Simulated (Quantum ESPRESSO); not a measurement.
## NiO: non-collinear starts

Aim: see whether a non-collinear arrangement of the moments of NiO lies under the collinear ones.

Program: Quantum ESPRESSO 7.5. Level of theory: LDA; plane waves with GBRV 1.5 LDA potentials, no spin-orbit coupling. Results are calculated unless marked as measured.

This is a report of a sequence of runs, with most program output left out.

### Step 1. The structure

It takes space group Fm-3m (No. 225, cubic). Conventional cell: a = 4.172 Å, b = 4.172 Å, c = 4.172 Å, α = 90.00°, β = 90.00°, γ = 90.00°. Ni has 6 O at 2.09 Å nearest. Nearest to O lie 6 Ni at 2.09 Å. Farther neighbours and most contacts between anions are not listed.

Coordinates:

```cif
data_structure
_symmetry_space_group_name_H-M 'Fm-3m'
_symmetry_Int_Tables_number 225
_cell_length_a 4.1718
_cell_length_b 4.1718
_cell_length_c 4.1718
_cell_angle_alpha 90.000
_cell_angle_beta 90.000
_cell_angle_gamma 90.000
_cell_volume 72.61
loop_
_atom_site_label
_atom_site_type_symbol
_atom_site_symmetry_multiplicity
_atom_site_Wyckoff_symbol
_atom_site_fract_x
_atom_site_fract_y
_atom_site_fract_z
_atom_site_occupancy
Ni1 Ni 4 a 0.00000 0.00000 0.00000 1
O1 O 4 b 0.00000 0.50000 0.00000 1
```

The cell comes from the Crystallography Open Database.

### Step 2. Start 1: collinear parallel

The input, pw.in:

```
&CONTROL
  calculation = 'scf'
  prefix = 'pwscf'
  outdir = './tmp'
  pseudo_dir = './pseudo'
  disk_io = 'nowf'
/
&SYSTEM
  ibrav = 0
  celldm(1) = 8
  nat = 8
  ntyp = 2
  ecutwfc = 34
  ecutrho = 238
  nbnd = 122
  occupations = 'smearing'
  smearing = 'fd'
  degauss = 0.00734986
  noncolin = .true.
  starting_magnetization(1) = 0.1111
  angle1(1) = 0
  angle2(1) = 0
  starting_magnetization(2) = 0
/
&ELECTRONS
  conv_thr = 8d-08
  electron_maxstep = 150
  mixing_beta = 0.3
/
ATOMIC_SPECIES
Ni     58.6934 ni_lda_v1.4.uspp.F.UPF
O      15.9990 o_lda_v1.2.uspp.F.UPF
CELL_PARAMETERS alat
   0.0000000000000    0.9854457062883    0.9854457062883
   0.9854457062883    0.0000000000000    0.9854457062883
   0.4927228531442    0.4927228531442    0.0000000000000
ATOMIC_POSITIONS crystal
Ni      0.0000000000    0.0000000000    0.0000000000
Ni      0.0000000000    0.5000000000    0.0000000000
Ni      0.5000000000    0.0000000000    0.0000000000
Ni      0.5000000000    0.5000000000    0.0000000000
O       0.2500000000    0.2500000000    0.5000000000
O       0.2500000000    0.7500000000    0.5000000000
O       0.7500000000    0.2500000000    0.5000000000
O       0.7500000000    0.7500000000    0.5000000000
K_POINTS automatic
3 3 6 0 0 0
```

Run with:

```sh
$ OMP_NUM_THREADS=1 mpirun -n 4 pw.x -nk 4 -in pw.in > pw.out
```

It took 2.2 min on 4 MPI ranks of Arm Neoverse V1, shared host; peak memory 0.59 GiB; 8.6 min of CPU time.

Spin moment in the atom's sphere by atom:

| atom | x (μB) | y (μB) | z (μB) | size |
| --- | --- | --- | --- | --- |
| Ni1 | 0.0000 | 0.0000 | 0.0007 | 0.0007 |
| Ni2 | 0.0000 | 0.0000 | 0.0004 | 0.0004 |
| Ni3 | 0.0000 | 0.0000 | 0.0004 | 0.0004 |
| Ni4 | 0.0000 | 0.0000 | -0.0016 | 0.0016 |
| O5 | 0.0000 | 0.0000 | -0.0001 | 0.0001 |
| O6 | 0.0000 | 0.0000 | -0.0001 | 0.0001 |
| O7 | 0.0000 | 0.0000 | -0.0001 | 0.0001 |
| O8 | 0.0000 | 0.0000 | -0.0001 | 0.0001 |

Numbers from this step:

```
smearing term TS       : 0.2017 eV
magnetization          : 0, 0, 0 μB
absolute magnetization : 0 μB
final state            : non-magnetic
```

### Step 3. Start 2: random 2

The input, pw.in:

```
&CONTROL
  calculation = 'scf'
  prefix = 'pwscf'
  outdir = './tmp'
  pseudo_dir = './pseudo'
  disk_io = 'nowf'
/
&SYSTEM
  ibrav = 0
  celldm(1) = 8
  nat = 8
  ntyp = 5
  ecutwfc = 34
  ecutrho = 238
  nbnd = 122
  occupations = 'smearing'
  smearing = 'fd'
  degauss = 0.00734986
  noncolin = .true.
  starting_magnetization(1) = 0.1111
  angle1(1) = 56.429
  angle2(1) = 142.607
  starting_magnetization(2) = 0.1112
  angle1(2) = 133.215
  angle2(2) = -179.214
  starting_magnetization(3) = 0.1111
  angle1(3) = 161.066
  angle2(3) = 114.196
  starting_magnetization(4) = 0.1111
  angle1(4) = 79.337
  angle2(4) = -3.267
  starting_magnetization(5) = 0
  nosym = .true.
/
&ELECTRONS
  conv_thr = 8d-08
  electron_maxstep = 150
  mixing_beta = 0.3
/
ATOMIC_SPECIES
Ni1    58.6934 ni_lda_v1.4.uspp.F.UPF
Ni2    58.6934 ni_lda_v1.4.uspp.F.UPF
Ni3    58.6934 ni_lda_v1.4.uspp.F.UPF
Ni4    58.6934 ni_lda_v1.4.uspp.F.UPF
O      15.9990 o_lda_v1.2.uspp.F.UPF
CELL_PARAMETERS alat
   0.0000000000000    0.9854457062883    0.9854457062883
   0.9854457062883    0.0000000000000    0.9854457062883
   0.4927228531442    0.4927228531442    0.0000000000000
ATOMIC_POSITIONS crystal
Ni1     0.0000000000    0.0000000000    0.0000000000
Ni2     0.0000000000    0.5000000000    0.0000000000
Ni3     0.5000000000    0.0000000000    0.0000000000
Ni4     0.5000000000    0.5000000000    0.0000000000
O       0.2500000000    0.2500000000    0.5000000000
O       0.2500000000    0.7500000000    0.5000000000
O       0.7500000000    0.2500000000    0.5000000000
O       0.7500000000    0.7500000000    0.5000000000
K_POINTS automatic
3 3 6 0 0 0
```

Elapsed: 8.5 min, on 4 MPI ranks; peak memory 0.85 GiB.

Spin moment in the atom's sphere by atom:

| atom | x (μB) | y (μB) | z (μB) | size |
| --- | --- | --- | --- | --- |
| Ni1 | -1.06 | 0.37 | 0.24 | 1.14 |
| Ni2 | -0.95 | -0.49 | 0.40 | 1.14 |
| Ni3 | 0.95 | 0.49 | -0.40 | 1.14 |
| Ni4 | 1.06 | -0.37 | -0.24 | 1.14 |
| O5 | 0.00 | 0.00 | 0.00 | 0.00 |
| O6 | 0.00 | 0.00 | 0.00 | 0.00 |
| O7 | 0.00 | 0.00 | 0.00 | 0.00 |
| O8 | 0.00 | 0.00 | 0.00 | 0.00 |

Read from the output:

```yaml
smearing_term_ts: 0.05252 eV
magnetization: 0, 0, -0.001 μB
absolute_magnetization: 5.058 μB
final_state: non-collinear
```

### Step 4. Start 3: two sublattices 30 degrees apart

The input, pw.in:

```
&CONTROL
  calculation = 'scf'
  prefix = 'pwscf'
  outdir = './tmp'
  pseudo_dir = './pseudo'
  disk_io = 'nowf'
/
&SYSTEM
  ibrav = 0
  celldm(1) = 8
  nat = 8
  ntyp = 3
  ecutwfc = 34
  ecutrho = 238
  nbnd = 122
  occupations = 'smearing'
  smearing = 'fd'
  degauss = 0.00734986
  noncolin = .true.
  starting_magnetization(1) = 0.1111
  angle1(1) = 90
  angle2(1) = 0
  starting_magnetization(2) = 0.1111
  angle1(2) = 90
  angle2(2) = 29.999
  starting_magnetization(3) = 0
/
&ELECTRONS
  conv_thr = 8d-08
  electron_maxstep = 150
  mixing_beta = 0.3
/
ATOMIC_SPECIES
Ni1    58.6934 ni_lda_v1.4.uspp.F.UPF
Ni2    58.6934 ni_lda_v1.4.uspp.F.UPF
O      15.9990 o_lda_v1.2.uspp.F.UPF
CELL_PARAMETERS alat
   0.0000000000000    0.9854457062883    0.9854457062883
   0.9854457062883    0.0000000000000    0.9854457062883
   0.4927228531442    0.4927228531442    0.0000000000000
ATOMIC_POSITIONS crystal
Ni1     0.0000000000    0.0000000000    0.0000000000
Ni2     0.0000000000    0.5000000000    0.0000000000
Ni1     0.5000000000    0.0000000000    0.0000000000
Ni2     0.5000000000    0.5000000000    0.0000000000
O       0.2500000000    0.2500000000    0.5000000000
O       0.2500000000    0.7500000000    0.5000000000
O       0.7500000000    0.2500000000    0.5000000000
O       0.7500000000    0.7500000000    0.5000000000
K_POINTS automatic
3 3 6 0 0 0
```

Run time: 13 min. Hardware: 4 MPI ranks; peak memory 0.68 GiB.

Spin moment in the atom's sphere by atom:

| atom | x (μB) | y (μB) | z (μB) | size |
| --- | --- | --- | --- | --- |
| Ni1 | -0.0007 | 0.0001 | 0.0000 | 0.0007 |
| Ni2 | -0.0003 | -0.0004 | 0.0000 | 0.0005 |
| Ni3 | 0.0008 | -0.0009 | 0.0000 | 0.0012 |
| Ni4 | 0.0007 | -0.0009 | 0.0000 | 0.0011 |
| O5 | -0.0001 | -0.0001 | 0.0000 | 0.0001 |
| O6 | -0.0001 | -0.0001 | 0.0000 | 0.0001 |
| O7 | -0.0001 | -0.0001 | 0.0000 | 0.0001 |
| O8 | -0.0001 | -0.0001 | 0.0000 | 0.0001 |

This step gave:

| Item | Value |
| --- | --- |
| smearing term TS | 0.2017 eV |
| magnetization | 0, 0, 0 μB |
| absolute magnetization | 0 μB |
| final state | non-magnetic |

### Step 5. Start 4: 90 degrees in a plane in turn

Edit pw.in of step 4 so:

```diff
@@ -11,3 +11,3 @@
   nat = 8
-  ntyp = 3
+  ntyp = 5
   ecutwfc = 34
@@ -21,7 +21,13 @@
   angle1(1) = 90
-  angle2(1) = 0
+  angle2(1) = 45
   starting_magnetization(2) = 0.1111
   angle1(2) = 90
-  angle2(2) = 29.999
-  starting_magnetization(3) = 0
+  angle2(2) = 135
+  starting_magnetization(3) = 0.1111
+  angle1(3) = 90
+  angle2(3) = -135
+  starting_magnetization(4) = 0.1111
+  angle1(4) = 90
+  angle2(4) = -45
+  starting_magnetization(5) = 0
 /
@@ -35,2 +41,4 @@
 Ni2    58.6934 ni_lda_v1.4.uspp.F.UPF
+Ni3    58.6934 ni_lda_v1.4.uspp.F.UPF
+Ni4    58.6934 ni_lda_v1.4.uspp.F.UPF
 O      15.9990 o_lda_v1.2.uspp.F.UPF
@@ -43,4 +51,4 @@
 Ni2     0.0000000000    0.5000000000    0.0000000000
-Ni1     0.5000000000    0.0000000000    0.0000000000
-Ni2     0.5000000000    0.5000000000    0.0000000000
+Ni3     0.5000000000    0.0000000000    0.0000000000
+Ni4     0.5000000000    0.5000000000    0.0000000000
 O       0.2500000000    0.2500000000    0.5000000000
```

It took 3.2 min on 4 MPI ranks; peak memory 0.7 GiB.

Spin moment in the atom's sphere by atom:

| atom | x (μB) | y (μB) | z (μB) | size |
| --- | --- | --- | --- | --- |
| Ni1 | 0.00 | 1.14 | 0.00 | 1.14 |
| Ni2 | 0.00 | 1.14 | 0.00 | 1.14 |
| Ni3 | 0.00 | -1.14 | 0.00 | 1.14 |
| Ni4 | 0.00 | -1.14 | 0.00 | 1.14 |
| O5 | 0.00 | 0.00 | 0.00 | 0.00 |
| O6 | 0.00 | 0.00 | 0.00 | 0.00 |
| O7 | 0.00 | 0.00 | 0.00 | 0.00 |
| O8 | 0.00 | 0.00 | 0.00 | 0.00 |

Read from the output:

| Item | Value |
| --- | --- |
| smearing term TS | 0.05257 eV |
| magnetization | 0, 0, 0 μB |
| absolute magnetization | 5.035 μB |
| final state | antiferromagnetic |

### Step 6. The textures together

States with no site moment of 0.15 μB are listed as non-magnetic. Textures, by row:

| start | final state | energy over the lowest (meV a seeded atom) | smallest moment (μB) | largest moment (μB) | net moment (μB a cell) | angles to the first moment (degrees) |
| --- | --- | --- | --- | --- | --- | --- |
| collinear parallel | non-magnetic | 106.7 | 0 | 0.00159 | 0 | - |
| random 2 | non-collinear | 0 | 1.143 | 1.143 | 7.33e-4 | 45 135 180 |
| two sublattices 30 degrees apart | non-magnetic | 106.7 | 0 | 0.001184 | 0.00228 | - |
| 90 degrees in a plane in turn | antiferromagnetic | 0.08706 | 1.143 | 1.143 | 0 | 0 180 |

### Step 7. What came out

```yaml
lowest_start: random 2
its_final_state: non-collinear
its_moments: 1.14 μB
its_net_moment: 7.3e-4 μB a cell
```

**Reading.** The best non-collinear state lies 0.087 meV a seeded atom under the best collinear one, too little to tell them apart. The mesh is coarse, so differences of some ten meV can be noise where moments are itinerant. Directions relax slowly, so a converged state can be a saddle point, above all where symmetry holds it. Without spin–orbit coupling only the angles between moments matter. The parallel start nearly lost its moments. The cell holds only so many moments, so longer spirals cannot form in it. Energies are free energies at an electronic temperature of 1160 K, which lowers moments and differences where the moments are itinerant. No Hubbard term acts here. In such compounds local and semilocal functionals without one often delocalise the d electrons, and can shrink or lose moments and miss the size, sign and order of the couplings. The cutoff lies under the 40 Ry that these files are usually run at. The smearing term is large for its width, so states at the Fermi level are partly filled: at this level the cell is a metal or has a gap of a few widths at most.

[Logs and program files are shortened in this print: banners, set-up blocks, solver, clock and traceback lines can be left out without a mark of their own.]

[Logs are printed without paths, hosts, clocks, repeated set-up lines and the standing remarks that a program may print on its own settings, such as how far it seeks lower states.]

[Hosts, paths, dates, database ids (printed as entryN), source tags and the programs' standing remarks are cut or masked in the printed files.]

[Where a cell is said to come from a database of computed structures, the database is the Materials Project.]
